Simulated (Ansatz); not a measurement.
# Is ZrAlIn in the AlB2 type a stable metal?

The plan: relax ZrAlIn in the AlB2 type, check its phonons, and, if the lattice is stable, compute its Eliashberg function and ρ(T).

Main program and level: Ansatz 0.2.0; DFT PBEsol, scalar-relativistic, plane waves, PAW; PAW set soft_1.

The structure was built from a prototype and need not be the compound's stable phase.

**1. The starting structure**

It takes space group P-6m2 (No. 187, hexagonal). Conventional cell: a = 4.170 Å, b = 4.170 Å, c = 4.379 Å, α = 90.00°, β = 90.00°, γ = 120.00°. Nearest to Zr lie 6 Al at 3.25 Å and 6 In at 3.25 Å. Nearest to Al lie 3 In at 2.41 Å and 6 Zr at 3.25 Å. Nearest to In lie 3 Al at 2.41 Å and 6 Zr at 3.25 Å. Farther neighbours are not listed.

**2. Relaxation**

Lattice constant and positions set the bands and the force constants, so the cell is relaxed first.

input.yaml

```yaml
crystal:
  lattice:
    - [4.17032, 0.0, 0.0]
    - [-2.08516, 3.61161, 0.0]
    - [0.0, 0.0, 4.37884]
  atoms:
    - { symbol: Zr, position: [0.0, 0.0, 0.0] }
    - { symbol: Al, position: [0.33333333, 0.66666667, 0.5] }
    - { symbol: In, position: [0.66666667, 0.33333333, 0.5] }
kpoints:
  mp_grid: { grid: [9, 9, 8] }
hamiltonian:
  xc: pbesol
  pseudopotentials: { kind: paw, azcp: { folder: soft_1 }, xc_functional: pbe }
scf:
  occupations: { method: gaussian, width: 0.1 }
output:
  forces: true
  stress: true
  eigenvalues: true
relax:
  adjacent_minimum: "off"
  f_tol: 0.005
  max_steps: 80
  cell: { stress_tol: 0.05 }
```

Run with:

```console
> ansatz run input.yaml --threads 4 --pin off --max-ram 12288MiB --backend cpu --events-out ev --progress --plain --runs-dir out
```

Numbers of over 12 decimals in the logs are rounded to 6 here.

Output:

```text
Engine: ansatz 0.2.0, x86_64-unknown-linux-gnu
Pseudopotentials: kind: paw
Pseudopotential: Zr, paw, valence charge 12, recommended cutoff 420 eV (normal), soft_1/Zr.paw.azcp
Pseudopotential: Al, paw, valence charge 3, recommended cutoff 420 eV (normal), soft_1/Al.paw.azcp
Pseudopotential: In, paw, valence charge 13, recommended cutoff 420 eV (normal), soft_1/In.paw.azcp
Functional definition: PBEsol
  exchange = pbesol_x
  correlation = pbesol_c
Crystal: 3 atoms, lattice volume = 65.952 Å³
Basis set: ecut = 420 eV, 1257 PW (Γ), exchange–correlation on 60×60×60 points (8 copies of the dense FFT grid, shifted against one another)
Bands: 18, of which v1, the nominal top of the filled ones, is band 14 counted from 1 (13 counted from 0)
Symmetry: 12 space group operations
Space group: P-6m2 (ITA 187), of the structure as read, at distance tolerance 4.0e-5 Å
k-points: 60 of 648 (time reversal used)
Non-local potential: Zr, projectors of the file, l = 0: 3, l = 1: 2, l = 2: 2, l = 3: 1
Non-local potential: Al, projectors of the file, l = 0: 2, l = 1: 2, l = 2: 1
Non-local potential: In, projectors of the file, l = 0: 2, l = 1: 2, l = 2: 2, l = 3: 1
PAW form: soft (Blöchl's): semilocal exchange-correlation on the pseudo side does not see the compensation charge
PAW frozen core: Zr, regenerated for the run's functional, and the local potential with it (the file was generated under x = pbe(κ = 0.804, μ = 0.219515), c = pbe(β = 0.066725))
PAW frozen core: Al, regenerated for the run's functional, and the local potential with it (the file was generated under x = pbe(κ = 0.804, μ = 0.219515), c = pbe(β = 0.066725))
PAW frozen core: In, regenerated for the run's functional, and the local potential with it (the file was generated under x = pbe(κ = 0.804, μ = 0.219515), c = pbe(β = 0.066725))
PAW one-centre angular grid: Zr, 590 points (default); XC on 64 Gauss nodes
PAW one-centre angular grid: Al, 110 points (default); XC on 64 Gauss nodes
PAW one-centre angular grid: In, 590 points (default); XC on 64 Gauss nodes
Initial density: superposition of atomic densities (chi_scale 0.1, normalization cell, long waves kept (reshape's long-wave potential 0.00 eV rms))
Initial wavefunctions: pseudopotential atomic-orbital guess
Functional: x = pbesol(κ = 0.804, μ = 0.123457), c = pbesol(β = 0.046)
SCF iter   1: F=—  HF=-10178.790874 eV  |F-HF|=—  |Δ(HF+E_count)|=         —  Δρ=3.70e-2  dr2=1.10e0  ethr=3.10e-3  ⟨swp⟩=5.5  Hψ=5620  notcnv=0
preconditioner: auto → Kerker (q_TF=auto, 2.365 Å⁻¹)  [metal: Δε(μ)=0.056 eV  Ē_g=9.906 eV  σ=0.100 eV  W_gap=0.30  n_scr=20 (ndim 8)  ℏωp=20.4 eV  f_vac=0.000  D(μ)=0.38/eV (n_scr^D=0)]
SCF iter   2: F=—  HF=-10178.409316 eV  |F-HF|=—  |Δ(HF+E_count)|=   3.82e-1  Δρ=1.79e-2  dr2=2.17e-1  ethr=3.10e-3  ⟨swp⟩=2.0  Hψ=2400  notcnv=0
SCF iter   3: F=—  HF=-10178.363351 eV  |F-HF|=—  |Δ(HF+E_count)|=   4.60e-2  Δρ=6.48e-3  dr2=2.37e-2  ethr=7.75e-4  ⟨swp⟩=2.0  Hψ=1914  notcnv=0
SCF iter   4: F=—  HF=-10178.358674 eV  |F-HF|=—  |Δ(HF+E_count)|=   4.68e-3  Δρ=7.04e-4  dr2=3.69e-4  ethr=8.48e-5  ⟨swp⟩=3.0  Hψ=1781  notcnv=0
SCF iter   5: F=—  HF=-10178.358608 eV  |F-HF|=—  |Δ(HF+E_count)|=   6.58e-5  Δρ=1.82e-4  dr2=3.00e-5  ethr=1.32e-6  ⟨swp⟩=2.4  Hψ=1553  notcnv=0
SCF iter   6: F=—  HF=-10178.358606 eV  |F-HF|=—  |Δ(HF+E_count)|=   2.01e-6  Δρ=4.23e-5  dr2=2.16e-6  ethr=1.07e-7  ⟨swp⟩=2.0  Hψ=1353  notcnv=0
SCF iter   7: F=—  HF=-10178.358606 eV  |F-HF|=—  |Δ(HF+E_count)|=   6.25e-7  Δρ=9.93e-6  dr2=1.19e-7  ethr=7.71e-9  ⟨swp⟩=2.0  Hψ=1347  notcnv=0
SCF iter   8: F=-10178.358606 eV  HF=-10178.358606 eV  |F-HF|=2.42e-9  |Δ(HF+E_count)|=   2.85e-8  Δρ=2.01e-6  dr2=4.07e-9  ethr=3.57e-10  ⟨swp⟩=4.1  Hψ=3902  notcnv=0
SCF 1 converged in 8 iterations: F = -10178.358606 eV  dr2 = 4.07e-9
  greatest PAW one-centre occupation: 0.994 electrons in one spin orbital (limit 2), on the Zr atom at site 0 (counted from 0), in its partial waves of l = 0
relax step   1: F+E_penalty+E_count = -10178.35860554 eV  Δ(F+E_penalty+E_count) = +0.000e0 eV  max|allowed force component| = 6.785e-17 eV/Å  Δτ_max = 0.0000 Å  P = -1.082 GPa  Ω = 65.952 Å³  (8 SCF iters, dr2 threshold 1.00e-7 eV, accepted)
Crystal: 3 atoms, lattice volume = 64.642 Å³
Basis set: ecut = 420 eV, 1231 PW (Γ), exchange–correlation on 60×60×60 points (8 copies of the dense FFT grid, shifted against one another)
Initial density: handed on by an earlier stage of this run
Initial wavefunctions: those handed on with the density
iter 1 solved again at ethr=7.86e-5 eV; its pass at ethr=3.10e-3 eV (dr2=2.20e-2 eV) is discarded
SCF iter   1: F=—  HF=-10178.760986 eV  |F-HF|=—  |Δ(HF+E_count)|=         —  Δρ=4.00e-3  dr2=2.25e-2  ethr=7.86e-5  ⟨swp⟩=1.0  Hψ=6673  notcnv=0
preconditioner: auto → Resta (q_TF=auto, 2.373 Å⁻¹)  ε∞=4.7  [insulator: Δε(μ)=0.102 eV  Ē_g=10.804 eV  σ=0.100 eV  W_gap=0.52  n_scr=20 (ndim 8)  ℏωp=20.7 eV  f_vac=0.000  D(μ)=0.48/eV (n_scr^D=0)  ε∞_Penn≈4.7]
SCF iter   2: F=—  HF=-10178.755685 eV  |F-HF|=—  |Δ(HF+E_count)|=   5.30e-3  Δρ=1.66e-3  dr2=2.51e-3  ethr=7.86e-5  ⟨swp⟩=2.0  Hψ=1262  notcnv=0
SCF iter   3: F=—  HF=-10178.754940 eV  |F-HF|=—  |Δ(HF+E_count)|=   7.46e-4  Δρ=5.48e-4  dr2=2.97e-4  ethr=8.95e-6  ⟨swp⟩=2.2  Hψ=1406  notcnv=0
SCF iter   4: F=—  HF=-10178.754845 eV  |F-HF|=—  |Δ(HF+E_count)|=   9.44e-5  Δρ=8.77e-5  dr2=3.95e-6  ethr=1.06e-6  ⟨swp⟩=2.0  Hψ=1366  notcnv=0
SCF iter   5: F=-10178.754844 eV  HF=-10178.754845 eV  |F-HF|=1.82e-7  |Δ(HF+E_count)|=   5.93e-7  Δρ=2.30e-5  dr2=2.64e-7  ethr=1.07e-9  ⟨swp⟩=7.0  Hψ=5422  notcnv=0
SCF 2 converged in 5 iterations: F = -10178.754844 eV  dr2 = 2.64e-7
relax step   2: F+E_penalty+E_count = -10178.75484434 eV  Δ(F+E_penalty+E_count) = -3.962e-1 eV  max|allowed force component| = 7.016e-17 eV/Å  Δτ_max = 0.0000 Å  P = -1.694 GPa  Ω = 64.642 Å³  energy of the carried Pulay correction = +1.399e-4 eV  (5 SCF iters, dr2 threshold 3.00e-7 eV, accepted)
Crystal: 3 atoms, lattice volume = 62.658 Å³
Basis set: ecut = 420 eV, 1207 PW (Γ), exchange–correlation on 60×60×60 points (8 copies of the dense FFT grid, shifted against one another)
iter 1 solved again at ethr=1.02e-4 eV; its pass at ethr=3.10e-3 eV (dr2=2.85e-2 eV) is discarded
SCF iter   1: F=—  HF=-10179.046377 eV  |F-HF|=—  |Δ(HF+E_count)|=         —  Δρ=4.34e-3  dr2=2.91e-2  ethr=1.02e-4  ⟨swp⟩=1.0  Hψ=6595  notcnv=0
preconditioner: auto → Kerker (q_TF=auto, 2.386 Å⁻¹)  [metal: Δε(μ)=0.051 eV  Ē_g=10.901 eV  σ=0.100 eV  W_gap=0.28  n_scr=20 (ndim 8)  ℏωp=21.0 eV  f_vac=0.000  D(μ)=0.71/eV (n_scr^D=0)]
[...]
relax step   6: F+E_penalty+E_count = -10179.43835956 eV  Δ(F+E_penalty+E_count) = -9.695e-2 eV  max|allowed force component| = 2.853e-17 eV/Å  Δτ_max = 0.0000 Å  P = +0.724 GPa  Ω = 58.736 Å³  energy of the carried Pulay correction = +7.936e-4 eV  (6 SCF iters, dr2 threshold 3.00e-7 eV, accepted)
relax step   7: F+E_penalty+E_count = -10179.46496360 eV  Δ(F+E_penalty+E_count) = -2.660e-2 eV  max|allowed force component| = 2.082e-17 eV/Å  Δτ_max = 0.0000 Å  P = +0.983 GPa  Ω = 58.469 Å³  energy of the carried Pulay correction = +8.350e-4 eV  (6 SCF iters, dr2 threshold 3.00e-7 eV, accepted)
relax step   8: F+E_penalty+E_count = -10179.45745744 eV  Δ(F+E_penalty+E_count) = +7.506e-3 eV  max|allowed force component| = 7.324e-17 eV/Å  Δτ_max = 0.0000 Å  P = -2.168 GPa  Ω = 60.321 Å³  energy of the carried Pulay correction = +6.416e-4 eV  (6 SCF iters, dr2 threshold 3.00e-7 eV, rejected (line search))
relax step   9: F+E_penalty+E_count = -10179.46627449 eV  Δ(F+E_penalty+E_count) = -1.311e-3 eV  max|allowed force component| = 4.125e-17 eV/Å  Δτ_max = 0.0000 Å  P = +0.218 GPa  Ω = 58.893 Å³  energy of the carried Pulay correction = +7.891e-4 eV  (7 SCF iters, accepted)
relax step  10: F+E_penalty+E_count = -10179.46656613 eV  Δ(F+E_penalty+E_count) = -2.916e-4 eV  max|allowed force component| = 1.619e-17 eV/Å  Δτ_max = 0.0000 Å  P = -0.029 GPa  Ω = 59.032 Å³  energy of the carried Pulay correction = +7.758e-4 eV  (6 SCF iters, dr2 threshold 2.85e-7 eV, accepted)
relax step  11: F+E_penalty+E_count = -10179.46659559 eV  Δ(F+E_penalty+E_count) = -2.946e-5 eV  max|allowed force component| = 1.696e-17 eV/Å  Δτ_max = 0.0000 Å  P = -0.001 GPa  Ω = 59.017 Å³  energy of the carried Pulay correction = +7.771e-4 eV  (6 SCF iters, dr2 threshold 1.24e-8 eV, accepted)
relax step  12: F+E_penalty+E_count = -10179.46860432 eV  Δ(F+E_penalty+E_count) = -2.009e-3 eV  max|allowed force component| = 1.542e-17 eV/Å  Δτ_max = 0.0000 Å  P = +0.050 GPa  Ω = 59.017 Å³  stress off target by 8.13e-2 GPa  SCF on the basis re-selected at this cell (its energy is not comparable with the rows above)  (6 SCF iters)
relax step  13: F+E_penalty+E_count = -10179.46862087 eV  Δ(F+E_penalty+E_count) = -1.655e-5 eV  max|allowed force component| = 1.889e-17 eV/Å  Δτ_max = 0.0000 Å  P = +0.001 GPa  Ω = 59.045 Å³  energy of the carried Pulay correction = -3.059e-6 eV  (6 SCF iters, dr2 threshold 1.65e-8 eV, accepted)
iter 1 solved again at ethr=1.81e-8 eV; its pass at ethr=3.10e-3 eV (dr2=5.07e-6 eV) is discarded
SCF iter   1: F=—  HF=-10179.468628 eV  |F-HF|=—  |Δ(HF+E_count)|=         —  Δρ=9.00e-7  dr2=1.12e-10  ethr=1.81e-8  ⟨swp⟩=3.1  Hψ=8967  notcnv=0
eigensolver tolerance schedule: the retry pair's looser diagonalisation over-reported the residual by 45106.12 of it (diagonalisation noise at 0.36 of the residual, at the tolerance the schedule requests for it); recorded, not acted on — ethr = c·dr2/N_el stays at c = 1.0e-1
preconditioner: auto → none  [metal: Δε(μ)=0.013 eV  Ē_g=11.060 eV  σ=0.100 eV  W_gap=0.07  n_scr=8 (ndim 8)  ℏωp=21.6 eV  f_vac=0.000  D(μ)=2.24/eV (n_scr^D=20)]
SCF iter   2: F=—  HF=-10179.468624 eV  |F-HF|=—  |Δ(HF+E_count)|=   3.31e-6  Δρ=4.24e-7  dr2=3.26e-11  ethr=1.00e-12  ⟨swp⟩=3.1  Hψ=2286  notcnv=0
iter 3 did not close the SCF: its close was put off for the readings that it lacked (scf_convergence_deferred on its scf_iter line)
SCF iter   3: F=-10179.468624 eV  HF=-10179.468624 eV  |F-HF|=1.82e-12  |Δ(HF+E_count)|=  7.28e-12  Δρ=2.12e-7  dr2=6.33e-12  ethr=1.00e-12  ⟨swp⟩=1.0  Hψ=1080  notcnv=0
iter 4 did not close the SCF: its close was put off for the readings that it lacked (scf_convergence_deferred on its scf_iter line)
SCF iter   4: F=-10179.468624 eV  HF=-10179.468624 eV  |F-HF|=3.64e-12  |Δ(HF+E_count)|=  1.82e-12  Δρ=1.80e-8  dr2=1.57e-13  ethr=1.00e-12  ⟨swp⟩=1.0  Hψ=1080  notcnv=0
iter 5 did not close the SCF: its close was put off for the readings that it lacked (scf_convergence_deferred on its scf_iter line)
SCF iter   5: F=-10179.468624 eV  HF=-10179.468624 eV  |F-HF|=3.64e-12  |Δ(HF+E_count)|=  3.64e-12  Δρ=7.22e-9  dr2=3.85e-14  ethr=1.00e-12  ⟨swp⟩=1.0  Hψ=1080  notcnv=0
iter 6 did not close the SCF: its close was put off for the readings that it lacked (scf_convergence_deferred on its scf_iter line)
SCF iter   6: F=-10179.468624 eV  HF=-10179.468624 eV  |F-HF|=3.64e-12  |Δ(HF+E_count)|=  3.64e-12  Δρ=2.65e-9  dr2=3.21e-15  ethr=1.00e-12  ⟨swp⟩=1.0  Hψ=1080  notcnv=0
SCF iter   7: F=-10179.468624 eV  HF=-10179.468624 eV  |F-HF|=3.64e-12  |Δ(HF+E_count)|=    0.00e0  Δρ=1.14e-9  dr2=4.99e-16  ethr=1.00e-12  ⟨swp⟩=2.0  Hψ=3229  notcnv=0
SCF 14 converged in 7 iterations: F = -10179.468624 eV  dr2 = 4.99e-16
relax step  14: F+E_penalty+E_count = -10179.46862433 eV  Δ(F+E_penalty+E_count) = -3.467e-6 eV  max|allowed force component| = 1.195e-17 eV/Å  Δτ_max = 0.0000 Å  P = +0.001 GPa  Ω = 59.045 Å³  stress off target by 2.19e-3 GPa  SCF on the basis re-selected at this cell (its energy is not comparable with the rows above)  (7 SCF iters)
basis re-selected at this cell: Δ(F+E_penalty+E_count) = -3.467e-6 eV, ΔP = +0.000 GPa vs the last step (what re-selecting the basis moved, of the pressure what is left beyond the Pulay correction that the steps carried, after the strain that the cell walked since its last selection, with what the two solves' SCF thresholds leave and, on support functions, any second-order correction that the steps lacked; it is no m [...]
SCF converged after 7 iterations
Free energy (F): -10179.468624 eV
Harris-Foulkes:  -10179.468624 eV  (|F-HF|=3.64e-12)
Internal energy: -10179.457449 eV  (E = F + TS)
E sigma→0 (E₀):  -10179.463036 eV
Entropy (-TS):   -0.011176 eV (-3.725 meV/atom)
Fermi energy:    12.760139 eV
--- Per-component energies (eV) ---
  E_band       = -89.475386
  E_kinetic    = 561.174419
  E_local      = -1751.951023  (includes V_loc(G=0)·N_el)
  E_nonlocal   = 414.314441
  E_hartree    = 683.679640
  E_xc         = -334.615074
  E_vxc        = -303.879117  (∫ρ·V_xc dr)
  E_paw        = -7504.641322  (= ΣΔE_a)
  E_vpaw       = -376.493481  (= ΣTr[D̂ρ^β])
  E_aug_tail   = 0.000095  (compensation charges beyond the density's cutoff)
  E_ewald      = -2247.839388
  E_core_change = 0.420764  (= ΣΔE_core)
  E_smearing   = -0.011176  (= −TS)
  E_closure    = 0.000000  (closes the sum)
  Σ components = -10179.468624   (vs F -10179.468624, Δ=0.00e0)
--- Forces (eV/Å), atoms counted from 1 ---
  atom   1  Zr     0.00000000    -0.00000000     0.00000000
  atom   2  Al    -0.00000000    -0.00000000     0.00000000
  atom   3  In     0.00000000     0.00000000    -0.00000000
  max |Σ_I F_I| component: 8.10e-18 eV/Å
--- Stress (GPa, compression-positive) ---
        0.002189      -0.000000       0.000000
        0.000000       0.002189      -0.000000
        0.000000      -0.000000      -0.000087
  P = ⅓ Tr σ = 0.0014 GPa (0.014 kbar)
--- Band table (eV; the first three rows and the last of 60) ---
  k-point 0: bands = [... 10 lower, 9.5833, 9.5833, 11.1424, 11.7763, 14.1816, 14.1816, 15.2174, 15.2174]
  k-point 1: bands = [... 10 lower, 9.8203, 9.8203, 11.3719, 12.0050, 13.2427, 13.2427, 15.5696, 16.2342]
  k-point 2: bands = [... 10 lower, 10.5063, 10.5063, 10.9401, 12.1632, 12.1632, 12.6148, 14.7835, 16.3265]
  k-point 59: bands = [... 10 lower, 7.4861, 9.8766, 10.1708, 10.7738, 13.1606, 14.5433, 14.7553, 15.0999]
--- Relaxed structure (12 steps of the walk, 11 accepted, 2 SCFs on fresh bases) ---
  F+E_penalty+E_count = -10179.46862433 eV   max|allowed force component| = 1.195e-17 eV/Å   (the final SCF, on the basis selected at the relaxed cell)
  cell:  # Å, volume = 59.0449 Å³
    - [4.645302, 0, 1.269838472609876e-17]
    - [-2.322651, 4.022950, -6.349192363049381e-18]
    - [1.3333303335160265e-17, 0, 3.159538]
  atoms:
    - { symbol: Zr, position: [0, 0, 0] }
    - { symbol: Al, position: [0.333333, 0.666667, 0.5] }
    - { symbol: In, position: [0.666667, 0.333333, 0.5] }
```

Elapsed: 37 s, on 4 threads of Intel Xeon Platinum 8488C (Sapphire Rapids), shared host; peak memory 0.48 GiB; 2.3 min of CPU time.

Step by step:

| step | energy less that of the first step (eV) | largest force component (eV/Å) | pressure (GPa) | volume (Å³) |
| --- | --- | --- | --- | --- |
| 1 | 0.0000 | 0.0000 | -1.08 | 65.95 |
| 2 | -0.3962 | 0.0000 | -1.69 | 64.64 |
| 3 | -0.6796 | 0.0000 | -0.87 | 62.66 |
| 4 | -0.8663 | 0.0000 | 0.22 | 60.81 |
| 5 | -0.9828 | 0.0000 | 0.92 | 59.42 |
| 6 | -1.0798 | 0.0000 | 0.72 | 58.74 |
| 7 | -1.1064 | 0.0000 | 0.98 | 58.47 |
| 8 | -1.0989 | 0.0000 | -2.17 | 60.32 |
| 9 | -1.1077 | 0.0000 | 0.22 | 58.89 |
| 10 | -1.1080 | 0.0000 | -0.03 | 59.03 |
| 11 | -1.1080 | 0.0000 | 0.00 | 59.02 |
| 12* | -1.1100 | 0.0000 | 0.05 | 59.02 |
| 13 | -1.1100 | 0.0000 | 0.00 | 59.04 |
| 14* | -1.1100 | 0.0000 | 0.00 | 59.04 |

Relaxation steps marked * repeat the geometry before them on a plane-wave basis chosen anew for their cell, so energy and pressure can jump there. Relaxation step 8 was tried and not accepted.

The run keeps the 12 symmetry operations that it works with, so distortions that break them were not tested.

| cell as run | before | after | change |
| --- | --- | --- | --- |
| a (Å) | 4.170 | 4.645 | +11.4 % |
| b (Å) | 4.170 | 4.645 | +11.4 % |
| c (Å) | 4.379 | 3.160 | -27.8 % |
| volume (Å³/atom) | 21.98 | 19.68 | -10.5 % |

Final coordinates:

```xyz
3
Lattice="4.6453 0.0000 0.0000 -2.3227 4.0229 0.0000 0.0000 0.0000 3.1595" Properties=species:S:1:pos:R:3 pbc="T T T"
Zr    0.0000    0.0000    0.0000
Al    0.0000    2.6820    1.5798
In    2.3227    1.3410    1.5798
```

This step gave:

```
pressure          : 0.001431 GPa
volume per atom   : 19.68 Å³/atom
metallic on mesh  : yes
gap on the k-mesh : 0 eV
```

The largest force is now zero by symmetry and the largest stress component 0.0022 GPa.

**3. Relaxing cell and atoms**

The cell moved far, so the relaxation is started again from the new cell to confirm it.

input.yaml, the sections that differ from step 2:

```yaml
crystal:
  lattice:
    - [4.6453024939, 0.0, 0.0]
    - [-2.3226512469, 4.022949968, 0.0]
    - [0.0, 0.0, 3.1595382917]
  atoms:
    - { symbol: Zr, position: [0.0, 0.0, 0.0] }
    - { symbol: Al, position: [0.3333333333, 0.6666666667, 0.5] }
    - { symbol: In, position: [0.6666666667, 0.3333333333, 0.5] }
kpoints:
  mp_grid: { grid: [9, 9, 10] }
# hamiltonian, scf, output, relax: as in step 2
```

Output:

```text
[the first part of the log is left out]
  E_paw        = -7504.687214  (= ΣΔE_a)
  E_vpaw       = -376.565675  (= ΣTr[D̂ρ^β])
  E_aug_tail   = 0.000097  (compensation charges beyond the density's cutoff)
  E_ewald      = -2248.945371
  E_core_change = 0.420764  (= ΣΔE_core)
  E_smearing   = -0.014966  (= −TS)
  E_closure    = 0.000000  (closes the sum)
  Σ components = -10179.466862   (vs F -10179.466862, Δ=0.00e0)
[...]
--- Stress (GPa, compression-positive) ---
       -0.010595       0.000000       0.000000
        0.000000      -0.010595      -0.000000
        0.000000      -0.000000      -0.022323
  P = ⅓ Tr σ = -0.0145 GPa (-0.145 kbar)
--- Band table (eV; the first three rows and the last of 72) ---
[...]
--- Relaxed structure (4 steps of the walk, 3 accepted, 1 SCFs on fresh bases) ---
[...]
cell:  # Å, volume = 59.0339 Å³
    - [4.627090, -2.8754412552389344e-11, 0.0]
    - [-2.313545, 4.007177, 0.0]
    - [0.0, 0.0, 3.183865]
  atoms:
    - { symbol: Zr, position: [0, 0, 0.0] }
    - { symbol: Al, position: [0.333333, 0.666667, 0.5] }
    - { symbol: In, position: [0.666667, 0.333333, 0.5] }
```

It took 16 s on 4 threads; peak memory 0.48 GiB.

Relaxation path:

| step | energy less that of the first step (eV) | largest force component (eV/Å) | pressure (GPa) | volume (Å³) |
| --- | --- | --- | --- | --- |
| 1 | 0.0000 | 0.0000 | -0.05 | 59.04 |
| 2 | -0.0011 | 0.0000 | -0.32 | 59.21 |
| 3 | -0.0010 | 0.0000 | 0.39 | 58.81 |
| 4 | -0.0013 | 0.0000 | -0.01 | 59.03 |
| 5 | -0.0013 | 0.0000 | -0.01 | 59.03 |

The log counts 1 steps on a newly chosen plane-wave basis, not all of them marked here; energy and pressure can jump at such steps. Relaxation step 3 was tried and not accepted.

| conventional cell, symmetrised | before | after | change |
| --- | --- | --- | --- |
| a (Å) | 4.645 | 4.627 | -0.4 % |
| b (Å) | 4.645 | 4.627 | -0.4 % |
| c (Å) | 3.160 | 3.184 | +0.8 % |
| volume (Å³/atom) | 19.68 | 19.68 | -0.0 % |

The relaxed structure:

```xyz
3
Lattice="4.6271 0.0000 0.0000 -2.3135 4.0072 0.0000 0.0000 0.0000 3.1839" Properties=species:S:1:pos:R:3 pbc="T T T"
Zr    0.0000    0.0000    0.0000
Al    0.0000    2.6715    1.5919
In    2.3135    1.3357    1.5919
```

Numbers from this step:

- pressure: -0.01450 GPa

The largest force is now zero by symmetry and the largest stress component 0.022 GPa.

[end of part 1 of 3]

[Logs are printed without paths, hosts, clocks, repeated set-up lines and the standing remarks that a program may print on its own settings, such as how far it seeks lower states.]

[Hosts, paths, dates, database ids (printed as entryN), source tags and the programs' standing remarks are cut or masked in the printed files.]
